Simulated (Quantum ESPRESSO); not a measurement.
# Mo: work function by face, part 2 of 6

Wanted: work functions of Mo face by face, under two functionals.

Quantum ESPRESSO 7.5; plane-wave DFT, PBE, PseudoDojo norm-conserving pseudopotentials.

So far. Step 2 (Relaxing the ions of (110), PBE): The relaxation lowers the energy by 8 meV an atom. On the free atoms the largest force ends at 0.019 eV/Å.

**3. SCF with pw.x of (110), PBE**

Both faces of the slab are alike, so a plain periodic cell serves and symmetry is kept.

Level of this step: plane-wave DFT, PBE, PseudoDojo norm-conserving pseudopotentials (Quantum ESPRESSO 7.5).

110.pbe.in reads:

```
&control
  prefix = '110.pbe'
  outdir = './out'
  pseudo_dir = './pseudo'
  calculation = 'scf'
  tprnfor = .true.
/
&system
  ibrav = 0
  nat = 7
  ntyp = 1
  ecutwfc = 72
  ecutrho = 288
  occupations = 'smearing'
  smearing = 'mv'
  degauss = 0.02
/
&electrons
  conv_thr = 1e-07
  mixing_beta = 0.4
  electron_maxstep = 120
  mixing_mode = 'local-TF'
/
ATOMIC_SPECIES
  Mo  95.9500  Mo.dojo-sr-pbe-0.4.1-standard.upf
CELL_PARAMETERS angstrom
  2.22738636073762 -1.57500000000000 0.00000000000000
  2.22738636073762 1.57500000000000 0.00000000000000
  0.00000000000000 0.00000000000000 29.36431816442575
ATOMIC_POSITIONS crystal
  Mo  0.000000000000 0.000000000000 0.274420852800
  Mo  0.500000000000 0.500000000000 0.347246415600
  Mo  0.000000000000 0.000000000000 0.424146498200
  Mo  0.500000000000 0.500000000000 0.500000000000
  Mo  0.000000000000 0.000000000000 0.575853501800
  Mo  0.500000000000 0.500000000000 0.652753584400
  Mo  0.000000000000 0.000000000000 0.725579147200
K_POINTS automatic
  12 12 1 0 0 0
```

Started as:

```sh
OMP_NUM_THREADS=1 mpirun -n 4 pw.x -nk 4 -in 110.pbe.in > 110.pbe.out
```

Log:

```text
[banner, memory and clock lines left out]
Program PWSCF v.7.5 starts
[citation notice left out]

[...]
Message from routine setup:
[...]
bravais-lattice index     =            0
     lattice parameter (alat)  =       5.1551  a.u.
     unit-cell volume          =    1390.3452 (a.u.)^3
     number of atoms/cell      =            7
     number of atomic types    =            1
     number of electrons       =        98.00
     number of Kohn-Sham states=           59
     kinetic-energy cutoff     =      72.0000  Ry
     charge density cutoff     =     288.0000  Ry
     scf convergence threshold =      1.0E-07
     mixing beta               =       0.4000
     number of iterations used =            8  local-TF  mixing
     Exchange-correlation= PBE
                           (   1   4   3   4   0   0   0)

[...]
PseudoPot. # 1 for Mo read from file:
     ./pseudo/Mo.dojo-sr-pbe-0.4.1-standard.upf
     Pseudo is Norm-conserving + core correction, Zval = 14.0
     Generated using ONCVPSP code by D. R. Hamann
     Using radial grid of 1640 points,  6 beta functions with:
                l(1) =   0
                l(2) =   0
                l(3) =   1
                l(4) =   1
                l(5) =   2
                l(6) =   2

     atomic species   valence    mass     pseudopotential
     Mo               14.00    95.95000     Mo( 1.00)

      8 Sym. Ops., with inversion, found

[...]
number of k points=    43  Marzari-Vanderbilt smearing, width (Ry)=  0.0200
[...]
Dense  grid:   114537 G-vectors     FFT dimensions: (  27,  27, 300)

     Initial potential from superposition of free atoms

     starting charge      97.9900, renormalised to      98.0000

     negative rho (up, down):  5.836E-05 0.000E+00
     Starting wfcs are   70 randomized atomic wfcs

     per-process dynamical memory:   234.6 Mb

     Self-consistent Calculation

     iteration #  1     ecut=    72.00 Ry     beta= 0.40
     Davidson diagonalization with overlap
     ethr =  1.00E-02,  avg # of iterations =  2.8

     total energy              =    -983.84025390 Ry
     estimated scf accuracy    <       2.24981204 Ry

     iteration #  2     ecut=    72.00 Ry     beta= 0.40
[...]
total energy              =    -983.64301595 Ry
     estimated scf accuracy    <       0.97942345 Ry

     iteration #  3     ecut=    72.00 Ry     beta= 0.40
[...]
total energy              =    -983.70952803 Ry
     estimated scf accuracy    <       0.04175885 Ry

     iteration #  4     ecut=    72.00 Ry     beta= 0.40
[...]
total energy              =    -983.71561433 Ry
     estimated scf accuracy    <       0.01417649 Ry

     iteration #  5     ecut=    72.00 Ry     beta= 0.40
[...]
c_bands:  1 eigenvalues not converged
     c_bands:  1 eigenvalues not converged
[...]
total energy              =    -983.71824372 Ry
     estimated scf accuracy    <       0.04680178 Ry

     iteration #  6     ecut=    72.00 Ry     beta= 0.40
[...]
c_bands:  1 eigenvalues not converged
[...]
total energy              =    -983.71655866 Ry
     estimated scf accuracy    <       0.03158290 Ry

[...]
iteration # 14     ecut=    72.00 Ry     beta= 0.40
[...]
negative rho (up, down):  8.269E-06 0.000E+00

[...]
total energy              =    -983.71602170 Ry
     estimated scf accuracy    <       0.00000338 Ry

     iteration # 15     ecut=    72.00 Ry     beta= 0.40
[...]
negative rho (up, down):  1.387E-06 0.000E+00

[...]
total energy              =    -983.71602258 Ry
     estimated scf accuracy    <       0.00000089 Ry

     iteration # 16     ecut=    72.00 Ry     beta= 0.40
[...]
total energy              =    -983.71602253 Ry
     estimated scf accuracy    <       0.00000022 Ry

     iteration # 17     ecut=    72.00 Ry     beta= 0.40
[...]
End of self-consistent calculation

          k = 0.0000 0.0000 0.0000 ( 14243 PWs)   bands (ev):

   -52.0032 -51.9853 -51.9299 -51.8406 -51.7706 -51.6923 -51.6910 -26.6209
   -26.5036 -26.2847 -25.9523 -25.7035 -25.6717 -25.6421 -25.5829 -25.4390
   -25.4302 -25.3356 -25.3356 -25.3198 -25.3103 -25.2707 -25.2648 -25.2619
   -25.2090 -25.2052 -25.0994 -25.0993   2.2571   2.7609   3.5080   4.0519
     4.1249   4.3004   4.3972   5.9517   6.1020   6.4219   6.9093   7.3916
     7.6840   7.7067   7.8464   7.8763   7.9554   8.0113   8.0960   8.1598
     8.5183   9.1555   9.2931  10.0963  10.4088  10.4688  10.5158  10.5640
    10.7801  10.7838  10.8808

          k = 0.0510 0.0722 0.0000 ( 14225 PWs)   bands (ev):

   -51.9906 -51.9736 -51.9196 -51.8325 -51.7648 -51.6858 -51.6847 -26.5938
   -26.4858 -26.2838 -25.9835 -25.7385 -25.7299 -25.6502 -25.5906 -25.4826
   -25.4248 -25.3748 -25.3737 -25.3435 -25.3288 -25.3072 -25.2984 -25.2843
   -25.2405 -25.2290 -25.1304 -25.1304   2.4809   2.9731   3.7132   4.2606
     4.3381   4.5154   4.6194   6.0153   6.1549   6.4595   6.9343   7.4085
     7.4242   7.6203   7.7062   7.7391   7.8183   7.8623   8.1601   8.3135
     8.7516   8.7987   9.5735   9.5816   9.9496  10.2444  10.3289  10.4818
    10.5399  10.7620  10.7818

[...]
the Fermi energy is     9.2765 ev

!    total energy              =    -983.71602255 Ry
     estimated scf accuracy    <       0.00000004 Ry
     smearing contrib. (-TS)   =       0.00165942 Ry
     internal energy E=F+TS    =    -983.71768197 Ry

     The total energy is F=E-TS. E is the sum of the following terms:
     one-electron contribution =  -10145.42766130 Ry
     hartree contribution      =    5091.08806901 Ry
     xc contribution           =    -144.20712466 Ry
     ewald contribution        =    4214.82903498 Ry

     convergence has been achieved in  17 iterations

     Forces acting on atoms (cartesian axes, Ry/au):

     atom    1 type  1   force =     0.00000000    0.00000000   -0.00025775
     atom    2 type  1   force =     0.00000000    0.00000000    0.00082757
     atom    3 type  1   force =     0.00000000    0.00000000   -0.00599034
     atom    4 type  1   force =     0.00000000    0.00000000    0.00000000
     atom    5 type  1   force =     0.00000000    0.00000000    0.00599034
     atom    6 type  1   force =     0.00000000    0.00000000   -0.00082757
     atom    7 type  1   force =     0.00000000    0.00000000    0.00025775

     Total force =     0.008560     Total SCF correction =     0.000513

[...]
```

The job ended after 3.2 min (4 MPI ranks of Intel Xeon 6975P-C (Granite Rapids), shared host; peak memory 1.3 GiB).

Numbers from this step:

| Property | Result |
| --- | --- |
| free energy | -13384.1383 eV |
| Fermi energy | 9.277 eV |

**4. Electrostatic potential of (110)**

plot_num = 11 writes the bare and Hartree potential. It leaves out exchange and correlation, which fade slowly, so it flattens close to the surface.

110.pbe.pot.in reads:

```
&inputpp
  prefix = '110.pbe'
  outdir = './out'
  filplot = '110.pbe.pot.dat'
  plot_num = 11
/
```

Started as:

```sh
OMP_NUM_THREADS=1 mpirun -n 4 pp.x -in 110.pbe.pot.in > 110.pbe.pot.out
```

Log:

```text
[banner, memory and clock lines left out]
Program POST-PROC v.7.5 starts

          URL

     ./out/110.pbe.save/

     IMPORTANT: XC functional enforced from input :
     Exchange-correlation= PBE
                           (   1   4   3   4   0   0   0)
     Any further DFT definition will be discarded
     Please, verify this is what you really want

     Calling punch_plot, plot_num =  11
     Writing data to file  110.pbe.pot.dat
     Message from routine chdens:
     namelist plot not found or invalid, exiting
```

The job ended after 1.1 s (4 MPI ranks; peak memory 0.09 GiB; 3.7 s of CPU time).

Read from the output:

```
work function of the upper face                                       : 4.543 eV
slope of the potential above                                          : 5.82e-4 eV/Å
upper vacuum line continued to the top atoms, over the Fermi level    : 4.540 eV
work function of the lower face                                       : 4.544 eV
slope of the potential below                                          : -3.86e-4 eV/Å
lower vacuum line continued to the bottom atoms, over the Fermi level : 4.541 eV
```

The potential energy, planar mean oscillates, so the rows of the table below give means over windows of 2.25 Å about each position, cut where the curve ends. Its maxima inside the range that stand out by 2 % of the span (Å: eV): 9.1: -3.01, 11.4: -2.01, 13.6: -2.22, 15.8: -2.22, 18.0: -2.01, 20.3: -3.01. Its minima: 8.0: -39.8, 10.2: -40.3, 12.4: -40.2, 14.7: -40.2, 16.9: -40.2, 19.2: -40.3, 21.3: -39.8.

Electrostatic potential energy of an electron; zero at the Fermi level. The potential energy, planar mean by z; means over each step:

| z (Å) | potential energy, planar mean (eV) |
| --- | --- |
| 1.12 | 4.54 |
| 3.38 | 4.54 |
| 5.62 | 4.01 |
| 7.88 | -16.5 |
| 10.12 | -17.3 |
| 12.38 | -17.0 |
| 14.62 | -17.1 |
| 16.88 | -17.0 |
| 19.12 | -17.2 |
| 21.38 | -16.7 |
| 23.62 | 3.85 |
| 25.88 | 4.54 |
| 28.12 | 4.54 |

**5. Self-consistent run of (110), LDA**

The same atoms under a second functional.

Level of this step: plane-wave DFT, LDA, PseudoDojo norm-conserving pseudopotentials (Quantum ESPRESSO 7.5).

110.lda.in is the input of step 3 with these lines changed:

```diff
@@ -1,3 +1,3 @@
 &control
-  prefix = '110.pbe'
+  prefix = '110.lda'
   outdir = './out'
@@ -24,3 +24,3 @@
 ATOMIC_SPECIES
-  Mo  95.9500  Mo.dojo-sr-pbe-0.4.1-standard.upf
+  Mo  95.9500  Mo.dojo-sr-lda-0.4.1-standard.upf
 CELL_PARAMETERS angstrom
```

Started as:

```sh
OMP_NUM_THREADS=1 mpirun -n 4 pw.x -nk 4 -in 110.lda.in > 110.lda.out
```

Log:

```text
[banner, memory and clock lines left out]
Program PWSCF v.7.5 starts
[...]
Message from routine setup:
[...]
number of electrons       =        98.00
     number of Kohn-Sham states=           59
     kinetic-energy cutoff     =      72.0000  Ry
     charge density cutoff     =     288.0000  Ry
[...]
number of k points=    43  Marzari-Vanderbilt smearing, width (Ry)=  0.0200
[...]
Dense  grid:   114537 G-vectors     FFT dimensions: (  27,  27, 300)
[...]
negative rho (up, down):  6.092E-05 0.000E+00
     Starting wfcs are   70 randomized atomic wfcs
[...]
estimated scf accuracy    <       2.08170411 Ry
[...]
estimated scf accuracy    <       0.91735960 Ry
[...]
estimated scf accuracy    <       0.03572143 Ry
[...]
estimated scf accuracy    <       0.01288442 Ry
[...]
estimated scf accuracy    <       0.02649681 Ry
[...]
estimated scf accuracy    <       0.02259661 Ry
[...]
estimated scf accuracy    <       0.00792193 Ry
[...]
estimated scf accuracy    <       0.00547119 Ry
[...]
negative rho (up, down):  1.404E-03 0.000E+00
[...]
estimated scf accuracy    <       0.00325561 Ry
[...]
negative rho (up, down):  2.196E-03 0.000E+00
[...]
estimated scf accuracy    <       0.00284931 Ry
[...]
negative rho (up, down):  1.661E-03 0.000E+00
[...]
estimated scf accuracy    <       0.00219127 Ry
[...]
negative rho (up, down):  7.717E-04 0.000E+00
[...]
estimated scf accuracy    <       0.00155308 Ry
[...]
negative rho (up, down):  3.651E-04 0.000E+00
[...]
estimated scf accuracy    <       0.00004606 Ry
[...]
negative rho (up, down):  3.752E-05 0.000E+00
[...]
estimated scf accuracy    <       0.00000423 Ry
[...]
estimated scf accuracy    <       0.00000067 Ry
[...]
the Fermi energy is     8.9875 ev
!    total energy              =    -984.96207171 Ry
     estimated scf accuracy    <       0.00000009 Ry
     smearing contrib. (-TS)   =       0.00146433 Ry
     internal energy E=F+TS    =    -984.96353604 Ry
[...]
one-electron contribution =  -10147.49950206 Ry
     hartree contribution      =    5091.06586200 Ry
     xc contribution           =    -143.35893096 Ry
     ewald contribution        =    4214.82903498 Ry
     convergence has been achieved in  16 iterations
[...]
Total force =     0.033834     Total SCF correction =     0.001598
[...]
```

Run time: 3.1 min. Hardware: 4 MPI ranks; peak memory 1.3 GiB; 12 min of CPU time.

Numbers from this step:

* free energy: -13401.0917 eV
* Fermi energy: 8.988 eV

**6. Potential by pp.x of (110)**

110.lda.pot.in reads:

```
&inputpp
  prefix = '110.lda'
  outdir = './out'
  filplot = '110.lda.pot.dat'
  plot_num = 11
/
```

Started as:

```sh
OMP_NUM_THREADS=1 mpirun -n 4 pp.x -in 110.lda.pot.in > 110.lda.pot.out
```

The job ended after 1.2 s (4 MPI ranks; peak memory 0.11 GiB).

This step gave:

| Quantity | Value |
| --- | --- |
| work function of the upper face | 4.839 eV |
| slope of the potential above | 4.78e-4 eV/Å |
| upper vacuum line continued to the top atoms, over the Fermi level | 4.836 eV |
| work function of the lower face | 4.839 eV |
| slope of the potential below | -3.15e-4 eV/Å |
| lower vacuum line continued to the bottom atoms, over the Fermi level | 4.837 eV |

On (110) the work function under LDA lies +0.30 eV from PBE's.

[end of part 2 of 6]

[Logs are printed without paths, hosts, clocks, repeated set-up lines and the standing remarks that a program may print on its own settings, such as how far it seeks lower states.]

[Hosts, paths, dates, database ids (printed as entryN), source tags and the programs' standing remarks are cut or masked in the printed files.]

[Maps of the electrostatic potential energy from Ansatz leave out the sawtooth potential of an applied field or a dipole correction, so their vacuum need not be flat; planar profiles and work functions include it.]
